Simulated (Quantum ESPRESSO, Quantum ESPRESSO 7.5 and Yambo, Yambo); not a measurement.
## Converging GW for Al2O3 (Corundum) in Yambo

What does each rung of G0W0 on Al2O3 (Corundum) cost, and what does it buy?

Method: PBE and many-body steps on it, plane waves, in Quantum ESPRESSO 7.5 and Yambo 5.3.0.

**1. Set-up**

Symmetry: R-3c, No. 167, trigonal system. The conventional cell has a = 4.760 Å, b = 4.760 Å, c = 12.996 Å, α = 90.00°, β = 90.00°, γ = 120.00°. Al has 6 O at 1.85 to 1.97 Å nearest. O has 4 Al at 1.85 to 1.97 Å nearest. Farther neighbours and most contacts between anions are not listed.

The cell and positions come from the Crystallography Open Database and are kept as given unless a step says otherwise.

**2. Empty states on the mesh, 4×4×4 mesh, 378 bands**

This step: Quantum ESPRESSO 7.5; DFT, PBE, plane waves, norm-conserving pseudopotentials.

The sums over transitions need many empty states on a uniform mesh; this step solves for them.

pw.in

```
&control
  calculation = 'nscf'
  prefix = 'x'
  outdir = 'o'
  pseudo_dir = 'pseudo'
/
&system
  ibrav = 0
  nat = 10
  ntyp = 2
  ecutwfc = 72.0
  nbnd = 378
  force_symmorphic = .true.
/
&electrons
  conv_thr = 1e-9
  electron_maxstep = 80
  diago_full_acc = .true.
  diago_thr_init = 5e-6
/
ATOMIC_SPECIES
  Al 26.982 Al.upf
  O 15.999 O.upf
CELL_PARAMETERS angstrom
  2.3802500000 1.3742379782 4.3318666667
  -2.3802500000 1.3742379782 4.3318666667
  -0.0000000000 -2.7484759565 4.3318666667
ATOMIC_POSITIONS crystal
  Al 0.3521600000 0.3521600000 0.3521600000
  Al 0.1478400000 0.1478400000 0.1478400000
  Al 0.6478400000 0.6478400000 0.6478400000
  Al 0.8521600000 0.8521600000 0.8521600000
  O 0.5566800000 0.9433200000 0.2500000000
  O 0.2500000000 0.5566800000 0.9433200000
  O 0.9433200000 0.2500000000 0.5566800000
  O 0.4433200000 0.0566800000 0.7500000000
  O 0.7500000000 0.4433200000 0.0566800000
  O 0.0566800000 0.7500000000 0.4433200000
K_POINTS automatic
  4 4 4 0 0 0
```

Started as:

```sh
$ OMP_NUM_THREADS=1 mpirun -n 4 pw.x -nk 4 -in pw.in > pw.out
```

What it wrote:

```text
Program PWSCF v.7.5 starts

     This program is part of the open-source Quantum ESPRESSO suite
     for quantum simulation of materials; please cite
         "P. Giannozzi et al., J. Phys.:Condens. Matter 21 395502 (2009);
         "P. Giannozzi et al., J. Phys.:Condens. Matter 29 465901 (2017);
         "P. Giannozzi et al., J. Chem. Phys. 152 154105 (2020);
     in publications or presentations arising from this work. More details at

     Atomic positions and unit cell read from directory:
     o/x.save/

     Message from routine setup:
[...]
k = 0.0000 0.6222-0.1974 (  5936 PWs)   bands (ev):

[...]
42.9313  42.9313  43.3330  43.3330  44.7271  44.7271  45.6981  45.6981
     [... 36 further rows ...]
   142.8243 142.8243 143.2827 143.2827 144.3824 144.3824 144.6021 144.6021
   145.3058 145.3058

          k =-0.2694-0.1555 0.1974 (  5916 PWs)   bands (ev):

     [... further k-points ...]

     highest occupied, lowest unoccupied level (ev):     7.7188   13.9851

     XML data file, pseudopotentials, collected wavefunctions

=------------------------------------------------------------------------------=
   JOB DONE.
=------------------------------------------------------------------------------=
```

It took 3.1 min on 4 MPI ranks of Arm Neoverse V1, shared host; peak memory 1.1 GiB; 12 min of CPU time.

This step gave:

* gap: 6.266 eV
* k of the valence top: 0, 0, 0
* k of the conduction bottom: 0, 0, 0
* least direct gap: 6.266 eV
* k points computed: 14
* lowest point of the top converged band, above the valence top: 137.0693 eV

On this mesh the gap is 6.266 eV.

The density comes from a self-consistent run that is not shown.

**3. Conversion and set-up**

This step: Yambo 5.3.0; conversion and set-up on PBE, plane waves, norm-conserving pseudopotentials.

The states are converted to the many-body program's format and the q mesh is built.

Started as:

```sh
$ (cd o/x.save; p2y > p2y.log; mv SAVE ../..); yambo > setup.log
```

What it wrote:

```text
 Yambo, version 5.3.0

 [02] CORE Variables Setup
 =========================

  [02.01] Unit cells
  ==================

  Cell kind             :  Unknown
  Atoms in the cell     :  Al  O
  number of Al atoms    :   4
  number of O  atoms    :   6

  List of atomic masses
  Mass of Al    :  26.98200
  Mass of O     :  15.99900

  List of atomic coordinates    : [cc]
  Al1       :  0.35418E-16 -0.66549E-10   8.6484      order 1
  Al2       : -0.25722E-16 -0.27938E-10   3.6307      order 2
  Al3       :  0.25306E-15 -0.12242E-09   15.910      order 3
[...]
Q [ 1]         [rlu]:  0.000000  0.000000  0.000000
 Q [ 2]         [rlu]: -0.13482E-16 -0.27360E-16  0.25000
 Q [ 3]         [rlu]:  0.26965E-16  0.54720E-16 -0.50000
[...]
Q [ 8]         [rlu]:  0.250000  0.250000  0.250000
 Q [ 9]         [rlu]:  0.250000  0.250000  0.500000
 Q [10]         [rlu]:  0.250000  0.250000 -0.250000
 Q [11]         [rlu]:  0.250000  0.500000  0.500000
 Q [12]         [rlu]:  0.250000  0.500000  0.750000
 Q [13]         [rlu]: -0.500000 -0.500000 -0.500000
 Q [14]         [rlu]: -0.25000      0.44742E-17 -0.50000

  [03.01] X indexes
  =================

   [03.01.01] Sigma indexes
   ========================

 [06] Game Over & Game summary
```

It took 3 s on 1 MPI rank; peak memory 0.25 GiB.

**4. 68 bands, 68 eV**

G0W0 replaces the xc potential by the self-energy, built once from these orbitals. Only a window of levels is corrected, while the sums run over the empty bands that the input names.

This step: G0W0 on PBE, plane waves, norm-conserving pseudopotentials.

gw1.in

```
HF_and_locXC
gw0
dyson
ppa
em1d
rim_cut
RandQpts= 1000000
RandGvec= 1 RL
EXXRLvcs= 72 Ry
VXCRLvcs= 288 Ry
Chimod= "HARTREE"
% BndsRnXp
 1 | 68 |
%
NGsBlkXp= 5 Ry
% LongDrXp
 1 | 1 | 1 |
%
% GbndRnge
 1 | 68 |
%
DysSolver= "n"
ExtendOut
PPAPntXp= 27.21138 eV
% QPkrange
 1 | 1 | 23 | 26 |
%
```

Started as:

```sh
$ OMP_NUM_THREADS=1 mpirun -n 4 yambo -F gw1.in -J gw1 -C gw1 > gw1.log
```

What it wrote:

```text
 Yambo, version 5.3.0

 [02] CORE Variables Setup
 =========================

  [... cell, symmetries and grids as in the set-up ...]

  [02.05] Energies & Occupations
  ==============================

  [X] === General ===
  [X] Electronic Temperature                        :  0.000000  0.000000 [eV K]
  [X] Bosonic    Temperature                        :  0.000000  0.000000 [eV K]
  [X] Finite Temperature mode                       : no
  [X] El. density                                   :  0.56459E+24 [cm-3]
  [X] Fermi Level                                   :  7.718765 [eV]

  [X] === Gaps and Widths ===
  [X] Conduction Band Min                           :  6.266285 [eV]
  [X] Valence Band Max                              :  0.000000 [eV]
  [X] Filled Bands                                  :  24
  [X] Empty Bands                                   :    25   378
  [X] Direct Gap                                    :  6.266285 [eV]
  [X] Direct Gap localized at k                     :  1
  [X] Indirect Gap                                  :  6.266285 [eV]
  [X] Indirect Gap between kpts                     :  1  1
  [X] Last valence band width                       :  0.549059 [eV]
  [X] 1st conduction band width                     :  3.582157 [eV]

 [03] Transferred momenta grid and indexing
 ==========================================

 IBZ Q-points                                      :  14
 BZ  Q-points                                      :   64

 K/Q-points units:
 rlu = crystal or reduced units; cc = cartesian coordinates; iku = interal k-units

 Q [ 1]         [rlu]:  0.000000  0.000000  0.000000
 Q [ 2]         [rlu]: -0.13482E-16 -0.27360E-16  0.25000
 Q [ 3]         [rlu]:  0.26965E-16  0.54720E-16 -0.50000
 Q [ 4]         [rlu]:  0.86127E-17  0.25000      0.25000
 Q [ 5]         [rlu]: -0.12880E-16  0.25000      0.50000
 Q [ 6]         [rlu]: -0.15111E-16  0.25000     -0.25000
 Q [ 7]         [rlu]:  0.11061E-15 -0.50000     -0.50000
 Q [ 8]         [rlu]:  0.250000  0.250000  0.250000
 Q [ 9]         [rlu]:  0.250000  0.250000  0.500000
 Q [10]         [rlu]:  0.250000  0.250000 -0.250000
 Q [11]         [rlu]:  0.250000  0.500000  0.500000
 Q [12]         [rlu]:  0.250000  0.500000  0.750000
 Q [13]         [rlu]: -0.500000 -0.500000 -0.500000
 Q [14]         [rlu]: -0.25000      0.44742E-17 -0.50000

 [04] Coloumb potential Random Integration (RIM)
 ===============================================

  [04.01] RIM initialization
  ==========================

  * Diagonal components only detected *

  8 x (sBL volume)        :  0.054043 [a.u.]
  sBZ random points       :  1000000
  Points outside the sBZ  :   7967396
  RL volume               :  0.432347 [a.u.]
  Integrated volume       :  0.434116 [a.u.]

  [04.02] RIM integrals
  =====================

  Gamma point sphere radius             :  0.068580 [a.u.]
  Points outside the sphere             :   800626
  [Int_sBZ(q=0) 1/q^2]*(Vol_sBZ)^(-1/3) =:  7.770918
                                 should be <:  7.795600

  Summary of Coulomb integrals for non-metallic bands |Q|[au] RIM/Bare

  Q [1] 0.100000E-4 0.996834 * Q [8] 0.191887 1.041586
  Q [2] 0.211524 1.077508 * Q [4] 0.238781 1.069714
  Q [9] 0.325746 1.027742 * Q [6] 0.349219 1.032846
  Q [11] 0.378062 1.020848 * Q [13] 0.383774 1.015523
  Q [5] 0.398466 1.024401 * Q [14] 0.398466 1.024201
  Q [10] 0.408285 1.024609 * Q [3] 0.423049 1.022144
  Q [7] 0.477561 1.017329 * Q [12] 0.518880 1.013830

 [05] Dipoles
 ============

  [05.01] Setup: observables and procedures
  =========================================

  [WARNING] [x,Vnl] slows the Dipoles computation. To neglect it rename the ns.kb_pp file

 [06] Dynamic Dielectric Matrix (PPA)
 ====================================

 [WR./gw1//ndb.pp]---------------------------------------------------------------
  Brillouin Zone Q/K grids (IBZ/BZ)                :   14   64   14   64
  RL vectors                                       :   7193 [WF]
  Coulomb cutoff potential                         : none
  Electronic Temperature                           :  0.000000 [K]
  Bosonic    Temperature                           :  0.000000 [K]
  PPA    diel. fun.  energies                      : Perdew, Burke & Ernzerhof(X)+Perdew, Burke & Ernzerhof(C)
  wavefunctions                                    : Perdew, Burke & Ernzerhof(X)+Perdew, Burke & Ernzerhof(C)
  Global Gauge                                     : length
  X matrix size                                    :  121
  X band range                                     :    1   68
  X e/h energy range                               : -1.000000 -1.000000 [eV]
  X Time ordering                                  : R
  X Hxc Kernel                                     : HARTREE
  X Drude frequency                                :  0.000000  0.000000
  X poles                                          :  100.0000 [o/o]
  RL vectors in the sum                            :   7193
  [r,Vnl] included                                 : yes
  Field direction                                  :  0.577350E-5  0.577350E-5  0.577350E-5
  BZ energy Double Grid                            : no
  BZ energy DbGd points                            : 0
  BZ Q point size factor                           : -1.000000
  X Optical Averaged directions                    : none

 [07] Local Exchange-Correlation + Non-Local Fock
 ================================================

 [VXC] Plane waves :   47361
 [EXS] Plane waves :   5903

 QP @ state[ 1 ] K range:  1  1
 QP @ state[ 1 ] b range:  23  26

 [xc] Functional : Perdew, Burke & Ernzerhof(X)+Perdew, Burke & Ernzerhof(C)
 [xc] LIBXC used to calculate xc functional
  PP Number of Atomic Species                      :  2
  NLCC RL compoments                               :   47361
  PP Number of Atomic Species                      :  2
  NLCC RL compoments                               :   47361

 [xc] E_xc :  -25.09480 [Ha]
      E_xc :  -50.18961 [Ry]

  Local XC kind (lXC) : Perdew, Burke & Ernzerhof(X)+Perdew, Burke & Ernzerhof(C)
  Non-Local XC kind (nlXC) : Hartree-Fock

  Corrections @ K [1] :  [eV]
 <23|nlXC|23> = -25.96448 -0.38622E-17 <23|lXC|23> = -20.46721 -0.18882E-15
 <24|nlXC|24> = -25.83744  0.15856E-16 <24|lXC|24> = -20.39734  0.18882E-15
 <25|nlXC|25> = -8.925464  0.21022E-17 <25|lXC|25> = -13.77888  0.56645E-15
 <26|nlXC|26> = -6.122233 -0.10740E-17 <26|lXC|26> = -11.42354  0.47204E-16

 [08] Dyson equation: Newton solver
 ==================================

  [08.01] G0W0 (W PPA)
  ====================

  [  GW  ] Bands range     :    1   68
  [GW/PPA] G damping       :  0.100000 [eV]

  QP @ state[ 1 ] K range:  1  1
  QP @ state[ 1 ] b range:  23  26

   Sc/G bands                                       :    1   68
   Sc/G damping                                     :  0.100000 ev
   Sc bands terminator                              : no
   Sx RL components                                 :   5903

   QP @ state[ 1 ] K range                          :  1  1
   QP @ state[ 1 ] b range                          :  23  26
   GF energies kind                                 : Perdew, Burke & Ernzerhof(X)+Perdew, Burke & Ernzerhof(C)
   GF WF`s kind                                     : Perdew, Burke & Ernzerhof(X)+Perdew, Burke & Ernzerhof(C)
   Xs energies kind                                 : Perdew, Burke & Ernzerhof(X)+Perdew, Burke & Ernzerhof(C)
   Xs WF`s kind                                     : Perdew, Burke & Ernzerhof(X)+Perdew, Burke & Ernzerhof(C)

 [11] Game Over & Game summary
```

The job ended after 1.8 min (4 MPI ranks; peak memory 3.2 GiB; 7.3 min of CPU time).

Numbers from this step:

| Quantity | Value |
| --- | --- |
| G0W0 gap on the points computed | 8.494 eV |
| starting gap on the mesh | 6.266 eV |
| k of the valence top | 0, 0, 0 |
| k of the conduction bottom | 0, 0, 0 |
| least direct G0W0 gap on the computed points | 8.494 eV |
| Z at the valence top | 0.8231 |
| Z at the conduction bottom | 0.8616 |

The gap on the mesh goes from 6.27 eV to 8.49 eV, a correction of +2.23 eV.

**5. 168 bands, 136.1 eV**

gw2.in

```
HF_and_locXC
gw0
dyson
ppa
em1d
rim_cut
RandQpts= 1000000
RandGvec= 1 RL
EXXRLvcs= 72 Ry
VXCRLvcs= 288 Ry
Chimod= "HARTREE"
% BndsRnXp
 1 | 168 |
%
NGsBlkXp= 10 Ry
% LongDrXp
 1 | 1 | 1 |
%
% GbndRnge
 1 | 168 |
%
DysSolver= "n"
ExtendOut
PPAPntXp= 27.21138 eV
% QPkrange
 1 | 1 | 23 | 26 |
%
```

Started as:

```sh
$ OMP_NUM_THREADS=1 mpirun -n 4 yambo -F gw2.in -J gw2 -C gw2 > gw2.log
```

What it wrote:

```text
 Yambo, version 5.3.0

 [02] CORE Variables Setup
 =========================

  [... cell, symmetries and grids as in the set-up ...]

  [02.05] Energies & Occupations
  ==============================

  [X] === General ===
  [X] Electronic Temperature                        :  0.000000  0.000000 [eV K]
  [X] Bosonic    Temperature                        :  0.000000  0.000000 [eV K]
  [X] Finite Temperature mode                       : no
  [X] El. density                                   :  0.56459E+24 [cm-3]
  [X] Fermi Level                                   :  7.718765 [eV]

  [X] === Gaps and Widths ===
  [X] Conduction Band Min                           :  6.266285 [eV]
  [X] Valence Band Max                              :  0.000000 [eV]
  [X] Filled Bands                                  :  24
  [X] Empty Bands                                   :    25   378
  [X] Direct Gap                                    :  6.266285 [eV]
  [X] Direct Gap localized at k                     :  1
  [X] Indirect Gap                                  :  6.266285 [eV]
  [X] Indirect Gap between kpts                     :  1  1
  [X] Last valence band width                       :  0.549059 [eV]
  [X] 1st conduction band width                     :  3.582157 [eV]

 [03] Transferred momenta grid and indexing
 ==========================================

 IBZ Q-points                                      :  14
 BZ  Q-points                                      :   64

 K/Q-points units:
 rlu = crystal or reduced units; cc = cartesian coordinates; iku = interal k-units

 Q [ 1]         [rlu]:  0.000000  0.000000  0.000000
 Q [ 2]         [rlu]: -0.13482E-16 -0.27360E-16  0.25000
 Q [ 3]         [rlu]:  0.26965E-16  0.54720E-16 -0.50000
[...]
================================================

 [VXC] Plane waves :   47361
 [EXS] Plane waves :   5903

 QP @ state[ 1 ] K range:  1  1
 QP @ state[ 1 ] b range:  23  26

 [xc] Functional : Perdew, Burke & Ernzerhof(X)+Perdew, Burke & Ernzerhof(C)
 [xc] LIBXC used to calculate xc functional
  PP Number of Atomic Species                      :  2
  NLCC RL compoments                               :   47361
  PP Number of Atomic Species                      :  2
  NLCC RL compoments                               :   47361

 [xc] E_xc :  -25.09480 [Ha]
      E_xc :  -50.18961 [Ry]

  Local XC kind (lXC) : Perdew, Burke & Ernzerhof(X)+Perdew, Burke & Ernzerhof(C)
  Non-Local XC kind (nlXC) : Hartree-Fock

  Corrections @ K [1] :  [eV]
 <23|nlXC|23> = -25.96448 -0.38622E-17 <23|lXC|23> = -20.46721 -0.18882E-15
 <24|nlXC|24> = -25.83744  0.15856E-16 <24|lXC|24> = -20.39734  0.18882E-15
 <25|nlXC|25> = -8.925464  0.21022E-17 <25|lXC|25> = -13.77888  0.56645E-15
 <26|nlXC|26> = -6.122233 -0.10740E-17 <26|lXC|26> = -11.42354  0.47204E-16

 [08] Dyson equation: Newton solver
 ==================================

  [08.01] G0W0 (W PPA)
  ====================

  [  GW  ] Bands range     :    1  168
  [GW/PPA] G damping       :  0.100000 [eV]

  QP @ state[ 1 ] K range:  1  1
  QP @ state[ 1 ] b range:  23  26

   Sc/G bands                                       :    1  168
   Sc/G damping                                     :  0.100000 ev
   Sc bands terminator                              : no
   Sx RL components                                 :   5903

   QP @ state[ 1 ] K range                          :  1  1
   QP @ state[ 1 ] b range                          :  23  26
   GF energies kind                                 : Perdew, Burke & Ernzerhof(X)+Perdew, Burke & Ernzerhof(C)
   GF WF`s kind                                     : Perdew, Burke & Ernzerhof(X)+Perdew, Burke & Ernzerhof(C)
   Xs energies kind                                 : Perdew, Burke & Ernzerhof(X)+Perdew, Burke & Ernzerhof(C)
   Xs WF`s kind                                     : Perdew, Burke & Ernzerhof(X)+Perdew, Burke & Ernzerhof(C)

 [11] Game Over & Game summary
```

Run time: 8.5 min. Hardware: 4 MPI ranks; peak memory 3.2 GiB; 34 min of CPU time.

This step gave:

| Property | Result |
| --- | --- |
| G0W0 gap on the points computed | 8.455 eV |
| starting gap on the mesh | 6.266 eV |
| k of the valence top | 0, 0, 0 |
| k of the conduction bottom | 0, 0, 0 |
| least direct G0W0 gap on the computed points | 8.455 eV |
| Z at the valence top | 0.8182 |
| Z at the conduction bottom | 0.8537 |

Against G0W0 in Yambo (4×4×4 mesh, 68 bands, screening to 68 eV, Godby-Needs plasmon pole), the gap moves by −0.039 eV.

**6. 378 bands, 204.1 eV**

gw3.in

```
HF_and_locXC
gw0
dyson
ppa
em1d
rim_cut
RandQpts= 1000000
RandGvec= 1 RL
EXXRLvcs= 72 Ry
VXCRLvcs= 288 Ry
Chimod= "HARTREE"
% BndsRnXp
 1 | 378 |
%
NGsBlkXp= 15 Ry
% LongDrXp
 1 | 1 | 1 |
%
% GbndRnge
 1 | 378 |
%
DysSolver= "n"
ExtendOut
PPAPntXp= 27.21138 eV
% QPkrange
 1 | 1 | 23 | 26 |
%
```

Started as:

```sh
$ OMP_NUM_THREADS=1 mpirun -n 4 yambo -F gw3.in -J gw3 -C gw3 > gw3.log
```

What it wrote:

```text
 Yambo, version 5.3.0

 [02] CORE Variables Setup
 =========================

  [... cell, symmetries and grids as in the set-up ...]

  [02.05] Energies & Occupations
  ==============================

  [X] === General ===
  [X] Electronic Temperature                        :  0.000000  0.000000 [eV K]
  [X] Bosonic    Temperature                        :  0.000000  0.000000 [eV K]
  [X] Finite Temperature mode                       : no
  [X] El. density                                   :  0.56459E+24 [cm-3]
[...]
Sx RL components                                 :   5903

   QP @ state[ 1 ] K range                          :  1  1
   QP @ state[ 1 ] b range                          :  23  26
   GF energies kind                                 : Perdew, Burke & Ernzerhof(X)+Perdew, Burke & Ernzerhof(C)
   GF WF`s kind                                     : Perdew, Burke & Ernzerhof(X)+Perdew, Burke & Ernzerhof(C)
   Xs energies kind                                 : Perdew, Burke & Ernzerhof(X)+Perdew, Burke & Ernzerhof(C)
   Xs WF`s kind                                     : Perdew, Burke & Ernzerhof(X)+Perdew, Burke & Ernzerhof(C)

 [11] Game Over & Game summary
```

Elapsed: 39 min, on 4 MPI ranks; peak memory 4.4 GiB.

Numbers from this step:

| Item | Value |
| --- | --- |
| G0W0 gap on the points computed | 8.589 eV |
| starting gap on the mesh | 6.266 eV |
| k of the valence top | 0, 0, 0 |
| k of the conduction bottom | 0, 0, 0 |
| least direct G0W0 gap on the computed points | 8.589 eV |

Against G0W0 in Yambo (4×4×4 mesh, 168 bands, screening to 136.1 eV, Godby-Needs plasmon pole), the gap moves by +0.134 eV.

**7. The runs together**

Times are wall times on 4 MPI ranks of Arm Neoverse V1, shared host, good to a factor of about two.

| run | mesh | bands | screening cutoff (eV) | DFT gap (eV) | gap on the mesh (eV) | direct (eV) | time |
| --- | --- | --- | --- | --- | --- | --- | --- |
| 68 bands, 68 eV | 4×4×4 | 68 | 68 | 6.266 | 8.494 | 8.494 | 1.8 min |
| 168 bands, 136.1 eV | 4×4×4 | 168 | 136.1 | 6.266 | 8.455 | 8.455 | 8.5 min |
| 378 bands, 204.1 eV | 4×4×4 | 378 | 204.1 | 6.266 | 8.589 | 8.589 | 39 min |

**8. What came out**

```yaml
68_bands_68_ev: 8.494 eV
168_bands_136p1_ev: 8.455 eV
378_bands_204p1_ev: 8.589 eV
known_limits: not at the basis limit
```

What this shows: From the first rung to the last the gap moves by +0.10 eV for 21 times the time. The gap turns back along the series, so no limit is drawn from it. In the G0W0 runs levels were corrected at 1 k point alone, so a gap called «on the mesh» is the least over those, and an edge elsewhere would be missed.

[Paths, hosts, dates, memory and timing lines, banners, echoed tables and standing remarks are left out of the program output.]

[Logs are printed without paths, hosts, clocks, repeated set-up lines and the standing remarks that a program may print on its own settings, such as how far it seeks lower states.]

[Runs of the session that timed out or met a known fault of the program may be left out.]

[Hosts, paths, dates, database ids (printed as entryN), source tags and the programs' standing remarks are cut or masked in the printed files.]
